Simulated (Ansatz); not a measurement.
# How BAs (F-43m) expands on warming, part 2 of 2

How much does BAs expand with temperature?

Measurements to reproduce:
- volume expansion coefficient 11.55 1e-6/K near room temperature (given in “Basic Physical Properties of Cubic Boron Arsenide (three times its linear coefficient)”, 2019, arxiv:1911.11281)
- volume expansion coefficient 10.8 1e-6/K near room temperature (given in “Thermal expansion coefficients of high thermal conducting BAs and BP materials (three times its linear coefficient)”, 2019, arxiv:1906.04101)

Ansatz 0.2.0; DFT r2SCAN, scalar-relativistic, plane waves, PAW.

So far. Step 2 (A first coarse run): The start is under 0.65 GPa at this level and looks like an insulator or semiconductor on this mesh. Step 4 (Relaxing to small residual forces and stress): The residual pressure is 0.0030 GPa, small enough for phonons. The relaxed cell has a = 4.784 Å (conventional setting).

## (5) The quasi-harmonic study

The study relaxes the crystal at several strains, solves the phonons on some of them and minimises the free energy at each temperature (static energy, vibrations, the electrons in a metal, and PV under a set pressure); the q-mesh sets how far the force constants reach.

File input.yaml:

```yaml
crystal:
  lattice:
    - [0.0, 2.3919171796, 2.3919171796]
    - [2.3919171796, 0.0, 2.3919171796]
    - [2.3919171796, 2.3919171796, 0.0]
  atoms:
    - { symbol: B, position: [0.0, 0.0, 0.0] }
    - { symbol: As, position: [0.25, 0.25, 0.25] }
kpoints:
  mp_grid: { grid: [12, 12, 12] }
hamiltonian:
  xc: r2scan
scf:
  occupations: { method: fixed }
  lower_state_search: "off"
output:
  eigenvalues: true
phonons:
  method: dfpt
  qmesh: [4, 4, 4]
  temperatures: { t_max: 800.0, t_step: 50 }
  thermal_expansion: {}
```

On the command line:

```
$ ansatz run input.yaml --threads 8 --pin off --max-ram 16384MiB --backend cpu --events-out ev --progress --plain --runs-dir out
```

Numbers of over 12 decimals in the logs are rounded to 6 here.

The program printed:

```text
Warning: phonons: the dynamical matrix that this run interpolates holds no multipole term above the dipole-dipole one, and a site of this crystal is no centre of inversion, so its interpolated transverse optical and acoustic branches and sound speeds can stay off near Gamma, and the density of states and the thermodynamics with them. What a run solves at a wave vector of phonons.qpoints, Gamma apart, where the deck admits one, is free of this, and under fd what a larger phonons.supercell samples
[...]
Crystal: 2 atoms, lattice volume = 27.370 Å³
Basis set: ecut = 580 eV, 893 PW (Γ), exchange–correlation on 135×135×135 points (125 copies of the dense FFT grid, shifted against one another)
Bands: 13, of which v1, the nominal top of the filled ones, is band 9 counted from 1 (8 counted from 0)
Symmetry: 24 space group operations
[...]
k-points: 72 of 1728 (time reversal used)
[...]
SCF iter   1: F=-5021.334948 eV  HF=-5021.318199 eV  |F-HF|=1.67e-2  |Δ(HF+E_count)|=         —  Δρ=5.90e-3  dr2=1.05e-2  dr2_τ=9.41e-2  ethr=1.77e-3  ⟨swp⟩=4.2  Hψ=4941  notcnv=0  defer=87
[...]
SCF iter   8: F=-5021.342542 eV  HF=-5021.342542 eV  |F-HF|=8.19e-12  |Δ(HF+E_count)|=  1.30e-10  Δρ=1.85e-7  dr2=1.06e-11  dr2_τ=4.01e-13  ethr=1.00e-12  ⟨swp⟩=5.0  Hψ=4891  notcnv=0
SCF 1 converged in 8 iterations: F = -5021.342542 eV  dr2 = 1.06e-11
[...]
relax step   1: F+E_penalty+E_count = -5021.34254199 eV  Δ(F+E_penalty+E_count) = +0.000e0 eV  max|allowed force component| = 2.556e-16 eV/Å  Δτ_max = 0.0000 Å  (8 SCF iters, accepted)
SCF converged after 8 iterations
Free energy (F): -5021.342542 eV
[...]
Internal energy: -5021.342542 eV  (E = F + TS)
E sigma→0 (E₀):  -5021.342542 eV
Fermi energy:    10.968802 eV
[...]
--- Stress (GPa, compression-positive) ---
       -0.000319      -0.000000      -0.000000
       -0.000000      -0.000319       0.000000
       -0.000000       0.000000      -0.000319
  P = ⅓ Tr σ = -0.0003 GPa (-0.003 kbar)
--- Band table (eV; the first three rows and the last of 72) ---
  k-point 0: bands = [... 5 lower, -5.1548, 10.9688, 10.9688, 10.9688, 14.4056, 14.4056, 14.4056, 16.0308]
  k-point 1: bands = [... 5 lower, -5.0352, 9.8736, 10.7361, 10.7361, 14.6194, 14.7125, 14.7125, 16.6648]
  k-point 2: bands = [... 5 lower, -4.6802, 7.8609, 10.2448, 10.2448, 14.5317, 15.3517, 15.3517, 18.0975]
  k-point 71: bands = [... 5 lower, -0.5506, 2.3838, 5.2592, 5.5590, 16.6692, 17.4080, 18.1570, 18.3537]
── thermal expansion: 3 new cells, 3 in all ──
thermal expansion: relaxation of cell 2
thermal expansion: relaxation of cell 3
── thermal expansion: 2 new cells, 5 in all ──
thermal expansion: relaxation of cell 4
thermal expansion: phonons of cell 4
thermal expansion: relaxation of cell 5
thermal expansion: phonons of cell 5
── thermal expansion: 5 new cells, 10 in all ──
thermal expansion: relaxation of cell 6
thermal expansion: relaxation of cell 7
thermal expansion: relaxation of cell 8
thermal expansion: relaxation of cell 9
thermal expansion: relaxation of cell 10
thermal expansion: phonons of cell 6
thermal expansion: phonons of cell 7
--- Relaxed structure (1 steps of the walk, 1 accepted, 0 SCFs on fresh bases) ---
  F+E_penalty+E_count = -5021.34254199 eV   max|allowed force component| = 2.556e-16 eV/Å
  atoms:
    - { symbol: B, position: [0.0, 0.0, 0.0] }
    - { symbol: As, position: [0.25, 0.25, 0.25] }
--- Thermal expansion: 10 cells in 3 rounds, 0 GPa ---
  no lower state was looked for at cell 4: scf.lower_state_search: off
  without vibrations: a 3.38268, b 3.38268, c 3.38268 Å, V 27.3696 Å³, B 140.89 GPa
  at 0 K: a 3.39127, b 3.39127, c 3.39127 Å, V 27.5787 Å³, B 138.17 GPa
  zero-point expansion: a +0.254, b +0.254, c +0.254, V +0.764 %
      T/K        a/Å        b/Å        c/Å       V/Å³ | expansion of a, b, c, V (1e-6/K)   | that of V in the mean from 25 °C | C_P, C_V (J/mol K of the cell) | B_T, B_S (GPa)
     0.00    3.39127    3.39127    3.39127    27.5787 |    0.00    0.00    0.00    0.00 |    5.72 |     0.000     0.000 |   138.17   138.17
   100.00    3.39139    3.39139    3.39139    27.5815 |    1.05    1.05    1.05    3.14 |    8.10 |    12.617    12.614 |   138.07   138.09
   200.00    3.39203    3.39203    3.39203    27.5971 |    2.76    2.76    2.76    8.27 |   10.57 |    25.529    25.497 |   137.56   137.73
   298.15    3.39320    3.39320    3.39320    27.6258 |    4.21    4.21    4.21   12.63 |       - |    34.321    34.213 |   136.73   137.17
   350.00    3.39400    3.39400    3.39400    27.6452 |    4.77    4.77    4.77   14.30 |   13.50 |    37.520    37.358 |   136.23   136.82
   450.00    3.39575    3.39575    3.39575    27.6881 |    5.52    5.52    5.52   16.56 |   14.85 |    41.720    41.442 |   135.18   136.08
   550.00    3.39772    3.39772    3.39772    27.7361 |    6.01    6.01    6.01   18.02 |   15.86 |    44.305    43.905 |   134.07   135.29
   650.00    3.39982    3.39982    3.39982    27.7876 |    6.34    6.34    6.34   19.02 |   16.65 |    45.989    45.467 |   132.94   134.47
   750.00    3.40202    3.40202    3.40202    27.8416 |    6.58    6.58    6.58   19.75 |   17.29 |    47.151    46.505 |   131.78   133.62
   800.00    3.40314    3.40314    3.40314    27.8693 |    6.69    6.69    6.69   20.06 |   17.56 |    47.604    46.896 |   131.20   133.18
  the static fit leaves 0.000 meV an atom of the energies and, of the stresses, 0.000 GPa of each cell's largest along a strain (root mean squares over the cells), whose Pulay part it has at -0.009 GPa
  vibrations' free energy: its fit passes through its cells
  the electrons' free energy at temperature is not in it: every band gap is over 0.83 eV
  free energies summed between the sampled wave vectors
  estimated error of the fitted expansion in any direction: up to 0.030e-6/K, at 800 K, with few degrees of freedom (an estimate, not a bound: it was exceeded on models of known expansion)
  by sums over the sampled wave vectors an expansion of the volume parts by up to 0.38e-6/K
  by a static energy of one degree less an expansion of the volume parts by up to 0.00e-6/K
  band gaps on the cells' k-points are 1.352 to 1.423 eV
```

It took 1.6 h on 8 threads of Arm Neoverse N1, shared host; peak memory 2.6 GiB.

This step gave:

- pressure: -3.19e-4 GPa
- gap on the k-mesh: 1.384 eV
- volume expansion coefficient at 298 K: 12.63 1e-6/K
- C_P at 298 K: 17.16 J/mol-atom/K
- entropy at 298 K: 15.58 J/mol-atom/K
- isothermal bulk modulus at 298 K: 136.7 GPa
- Grüneisen parameter at 298 K: 0.8398
- volume at 298 K: 13.81 Å³/atom
- principal linear expansion coefficients at 298 K: 4.21, 4.21, 4.21 1e-6/K

Strained cells of the study; zero-point energy where phonons were solved; the pressures are stresses at a fixed cutoff and can carry an offset from the finite basis. Expansion cells, by row:

| cell | \|a\| (Å) | \|b\| (Å) | \|c\| (Å) | V (Å³/atom) | E - E_lowest (meV/atom) | pressure, compression positive (GPa) | gap (eV) | zero-point energy (meV/atom) |
| --- | --- | --- | --- | --- | --- | --- | --- | --- |
| 1 | 3.383 | 3.383 | 3.383 | 13.68 | 0 | -0.009 | 1.384 | - |
| 2 | 3.41 | 3.41 | 3.41 | 14.02 | 3.382 | -3.217 | 1.409 | - |
| 3 | 3.356 | 3.356 | 3.356 | 13.36 | 3.495 | 3.526 | 1.359 | - |
| 4 | 3.383 | 3.383 | 3.383 | 13.69 | 0 | -0.037 | 1.385 | 81.75 |
| 5 | 3.4 | 3.4 | 3.4 | 13.89 | 1.369 | -2.08 | 1.4 | 80.39 |
| 6 | 3.392 | 3.392 | 3.392 | 13.8 | 0.43 | -1.183 | 1.393 | 80.99 |
| 7 | 3.411 | 3.411 | 3.411 | 14.03 | 3.706 | -3.36 | 1.41 | 79.5 |
| 8 | 3.349 | 3.349 | 3.349 | 13.28 | 5.427 | 4.439 | 1.352 | - |
| 9 | 3.366 | 3.366 | 3.366 | 13.48 | 1.325 | 2.134 | 1.369 | - |
| 10 | 3.425 | 3.425 | 3.425 | 14.21 | 8.223 | -4.897 | 1.423 | - |

Quasi-harmonic; a, b, c are the run's own cell vectors. Expansion, by row:

| T (K) | a (Å) | b (Å) | c (Å) | alpha (deg) | beta (deg) | gamma (deg) | cell volume (Å³/cell) | alpha_a (1e-6/K) | alpha_b (1e-6/K) | alpha_c (1e-6/K) | alpha_V (1e-6/K) | C_P (J/mol-atom/K) | C_V (J/mol-atom/K) | S (J/mol-atom/K) | B_T (GPa) | B_S (GPa) | Grueneisen | extrapolation | fit error (1e-6/K) |
| --- | --- | --- | --- | --- | --- | --- | --- | --- | --- | --- | --- | --- | --- | --- | --- | --- | --- | --- | --- |
| 0 | 3.391 | 3.391 | 3.391 | 60 | 60 | 60 | 27.58 | 0 | 0 | 0 | 0 | 0 | 0 | 0 | 138.2 | 138.2 | - | 0 | 0 |
| 50 | 3.391 | 3.391 | 3.391 | 60 | 60 | 60 | 27.58 | 0.23 | 0.23 | 0.23 | 0.69 | 1.635 | 1.635 | 0.503 | 138.2 | 138.2 | 0.482 | 0 | 0 |
| 100 | 3.391 | 3.391 | 3.391 | 60 | 60 | 60 | 27.58 | 1.05 | 1.05 | 1.05 | 3.14 | 6.308 | 6.307 | 3.112 | 138.1 | 138.1 | 0.572 | 0 | 0 |
| 150 | 3.392 | 3.392 | 3.392 | 60 | 60 | 60 | 27.59 | 1.88 | 1.88 | 1.88 | 5.65 | 9.817 | 9.812 | 6.362 | 137.9 | 137.9 | 0.66 | 0 | 0 |
| 200 | 3.392 | 3.392 | 3.392 | 60 | 60 | 60 | 27.6 | 2.76 | 2.76 | 2.76 | 8.27 | 12.76 | 12.75 | 9.6 | 137.6 | 137.7 | 0.741 | 0 | 0.01 |
| 250 | 3.393 | 3.393 | 3.393 | 60 | 60 | 60 | 27.61 | 3.56 | 3.56 | 3.56 | 10.69 | 15.25 | 15.21 | 12.72 | 137.2 | 137.5 | 0.801 | 0 | 0.01 |
| 298.1 | 3.393 | 3.393 | 3.393 | 60 | 60 | 60 | 27.63 | 4.21 | 4.21 | 4.21 | 12.63 | 17.16 | 17.11 | 15.58 | 136.7 | 137.2 | 0.84 | 0 | 0.01 |
| 300 | 3.393 | 3.393 | 3.393 | 60 | 60 | 60 | 27.63 | 4.23 | 4.23 | 4.23 | 12.7 | 17.23 | 17.17 | 15.69 | 136.7 | 137.2 | 0.841 | 0 | 0.01 |
| 350 | 3.394 | 3.394 | 3.394 | 60 | 60 | 60 | 27.65 | 4.77 | 4.77 | 4.77 | 14.3 | 18.76 | 18.68 | 18.46 | 136.2 | 136.8 | 0.868 | 0 | 0.01 |
| 400 | 3.395 | 3.395 | 3.395 | 60 | 60 | 60 | 27.67 | 5.19 | 5.19 | 5.19 | 15.56 | 19.94 | 19.83 | 21.05 | 135.7 | 136.5 | 0.887 | 0 | 0.01 |
| 450 | 3.396 | 3.396 | 3.396 | 60 | 60 | 60 | 27.69 | 5.52 | 5.52 | 5.52 | 16.56 | 20.86 | 20.72 | 23.45 | 135.2 | 136.1 | 0.901 | 0 | 0.01 |
| 500 | 3.397 | 3.397 | 3.397 | 60 | 60 | 60 | 27.71 | 5.79 | 5.79 | 5.79 | 17.36 | 21.58 | 21.41 | 25.69 | 134.6 | 135.7 | 0.911 | 0 | 0.01 |
| 550 | 3.398 | 3.398 | 3.398 | 60 | 60 | 60 | 27.74 | 6.01 | 6.01 | 6.01 | 18.02 | 22.15 | 21.95 | 27.77 | 134.1 | 135.3 | 0.919 | 0 | 0.01 |
| 600 | 3.399 | 3.399 | 3.399 | 60 | 60 | 60 | 27.76 | 6.19 | 6.19 | 6.19 | 18.56 | 22.61 | 22.39 | 29.72 | 133.5 | 134.9 | 0.925 | 0 | 0.01 |
| 650 | 3.4 | 3.4 | 3.4 | 60 | 60 | 60 | 27.79 | 6.34 | 6.34 | 6.34 | 19.02 | 23 | 22.73 | 31.55 | 132.9 | 134.5 | 0.93 | 0 | 0.01 |
| 700 | 3.401 | 3.401 | 3.401 | 60 | 60 | 60 | 27.81 | 6.47 | 6.47 | 6.47 | 19.41 | 23.31 | 23.02 | 33.26 | 132.4 | 134 | 0.935 | 0 | 0.01 |
| 750 | 3.402 | 3.402 | 3.402 | 60 | 60 | 60 | 27.84 | 6.58 | 6.58 | 6.58 | 19.75 | 23.58 | 23.25 | 34.88 | 131.8 | 133.6 | 0.938 | 0 | 0.02 |
| 800 | 3.403 | 3.403 | 3.403 | 60 | 60 | 60 | 27.87 | 6.69 | 6.69 | 6.69 | 20.06 | 23.8 | 23.45 | 36.41 | 131.2 | 133.2 | 0.942 | 0 | 0.03 |

Expansion coefficient against temperature; values in 1e-6/K:

| temperature (K) | volume | principal 1 |
| --- | --- | --- |
| 0 | 0 | 0 |
| 50 | 0.69 | 0.23 |
| 100 | 3.14 | 1.05 |
| 150 | 5.65 | 1.88 |
| 200 | 8.27 | 2.76 |
| 250 | 10.7 | 3.56 |
| 298 | 12.6 | 4.21 |
| 300 | 12.7 | 4.23 |
| 350 | 14.3 | 4.77 |
| 400 | 15.6 | 5.19 |
| 450 | 16.6 | 5.52 |
| 500 | 17.4 | 5.79 |
| 550 | 18.0 | 6.01 |
| 600 | 18.6 | 6.19 |
| 650 | 19.0 | 6.34 |
| 700 | 19.4 | 6.47 |
| 750 | 19.8 | 6.58 |
| 800 | 20.1 | 6.69 |

At 298 K the volume expansion is 12.6 × 10⁻⁶/K and B_T is 137 GPa. The program raised the cutoff to 580 eV by itself: with no cutoff typed, the study takes about 1.16 times the default for its relaxations and scales it with the volume for the phonons.

## (6) Summary of results

```json
{"settings of these figures": "r2SCAN, 580 eV, k 12×12×12, q 4×4×4", "volume expansion coefficient at 298 K": "12.63 1e-6/K", "C_P at 298 K": "17.16 J/mol-atom/K", "entropy at 298 K": "15.58 J/mol-atom/K", "isothermal bulk modulus at 298 K": "136.7 GPa", "Grüneisen parameter at 298 K": "0.8398", "volume at 298 K": "13.81 Å³/atom", "principal linear expansion coefficients at 298 K": "4.21, 4.21, 4.21 1e-6/K"}
```

Near room temperature BAs expands by 12.6 × 10⁻⁶/K in volume by r2SCAN, with C_P = 17.2 J/(mol K) per mole of atoms and B_T = 137 GPa. C_P at room temperature is 69 % of the classical 3R an atom, so the stiffest modes are still partly frozen out. A measured volume expansion coefficient near room temperature is 11.55 1e-6/K (arxiv:1911.11281); the calculated 12.6 1e-6/K differs by +9 %. The interpolation has no quadrupole term, so branches near the zone centre are less sure, since this crystal has sites that are not centres of inversion. The PAW files were made for PBE and are used here under another functional, for which the program regenerates the frozen cores.

[Logs are printed without paths, hosts, clocks, repeated set-up lines and the standing remarks that a program may print on its own settings, such as how far it seeks lower states.]

[Hosts, paths, dates, database ids (printed as entryN), source tags and the programs' standing remarks are cut or masked in the printed files.]

[A step with changed settings may run another functional than the one named; its input shows which.]
